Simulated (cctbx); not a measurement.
**Reading a Patterson map**

Space group Pnma (no. 62), a = 11.5300 Å, b = 4.2920 Å, c = 11.3790 Å, α = 90.00°, β = 90.00°, γ = 90.00°, content Ir4 Yb12 Ge8.

Simulated single-crystal data (cctbx): synchrotron X-rays, λ = 0.6889 Å, to d = 0.75 Å, 80 % of the full sphere, strongest reflection 70000 counts, noise from counting, a 6 % proportional error and a noise floor of 4 counts (s.d.); no absorption.

Patterson synthesis, origin scaled to 1000:

```text
Patterson group P m m m
      u       v       w   height  length (A)
  0.000   0.000   0.000   1000.0     0.00
  0.201   0.500   0.500    324.9     6.51
  0.000   0.500   0.190    313.1     3.05
  0.166   0.000   0.313    244.3     4.04
  0.425   0.000   0.000    237.5     4.90
  0.500   0.500   0.431    226.7     7.86
  0.500   0.000   0.242    226.1     6.39
  0.079   0.000   0.434    172.4     5.02
  0.408   0.500   0.159    155.6     5.48
  0.415   0.000   0.328    145.6     6.07
  0.150   0.500   0.075    139.2     2.88
  0.334   0.000   0.364    138.6     5.65
  0.085   0.000   0.244    135.5     2.94
  0.250   0.000   0.076    130.9     3.01
```

Q: Assign the vectors.

A peak at u stands for all pairs with xi − xj = u, with weight Σ ZiZj against Σ Z² = 90708 at the origin. Peak heights follow these weights only roughly, since form factors, motion and series ripples differ, all vectors within 0.55 Å of a peak are counted as merged into it though the farther ones add only part of their weight, and F(000) is left out, which lowers the whole map:

| u | v | w | shortest length (Å) | height | 1000 ΣZiZj/ΣZ² | pairs in the cell |
| --- | --- | --- | --- | --- | --- | --- |
| 0.201 | 0.500 | 0.500 | 6.51 | 325 | 467 | 4 × Ir–Yb, 2 × Ir–Ir, 4 × Yb–Ge |
| 0.000 | 0.500 | 0.190 | 3.05 | 313 | 435 | 4 × Ir–Yb, 8 × Yb–Ge |
| 0.166 | 0.000 | 0.313 | 4.04 | 244 | 293 | 4 × Yb–Yb, 2 × Ir–Ge, 2 × Ge–Ge |
| 0.425 | 0.000 | 0.000 | 4.90 | 238 | 238 | 4 × Ir–Yb |
| 0.500 | 0.500 | 0.431 | 7.87 | 227 | 238 | 4 × Ir–Yb |
| 0.500 | 0.000 | 0.242 | 6.39 | 226 | 239 | 2 × Ir–Ir, 2 × Yb–Yb |
| 0.079 | 0.000 | 0.434 | 5.02 | 172 | 218 | 2 × Ir–Yb, 4 × Yb–Ge |
| 0.408 | 0.500 | 0.159 | 5.48 | 156 | 325 | 4 × Yb–Yb, 4 × Ir–Ge |
| 0.415 | 0.000 | 0.328 | 6.07 | 146 | 168 | 2 × Ir–Yb, 2 × Yb–Ge |
| 0.150 | 0.500 | 0.075 | 2.89 | 139 | 272 | 2 × Ir–Yb, 4 × Yb–Ge, 2 × Ir–Ge |

The table stops at ten peaks or at a height of 45, below which ripples compete. In the model behind the data Ir, the heaviest element, has 1 independent site: (0.8701, 3/4, 0.8707), up to an allowed shift of origin; the Ir–Ir vectors are differences of these positions and their symmetry mates. Elements of similar Z can't be told apart from the map alone. The whole model:

| atom | mult. | x | y | z | Ueq (Å²) |
| --- | --- | --- | --- | --- | --- |
| Ir1 | 4 | 0.8701 | 3/4 | 0.8707 | 0.0190 |
| Yb1 | 4 | 0.7821 | 3/4 | 0.3007 | 0.0262 |
| Yb2 | 4 | 0.9454 | 3/4 | 0.6297 | 0.0263 |
| Yb3 | 4 | 0.6214 | 3/4 | 0.5604 | 0.0216 |
| Ge1 | 4 | 0.6880 | 3/4 | 0.9901 | 0.0288 |
| Ge2 | 4 | 0.5185 | 3/4 | 0.3195 | 0.0168 |

The model is made up (kin elements in a known structure type, no relaxation), so it says nothing on whether the phase exists.

[Logs are printed without paths, hosts, clocks, repeated set-up lines and the standing remarks that a program may print on its own settings, such as how far it seeks lower states.]
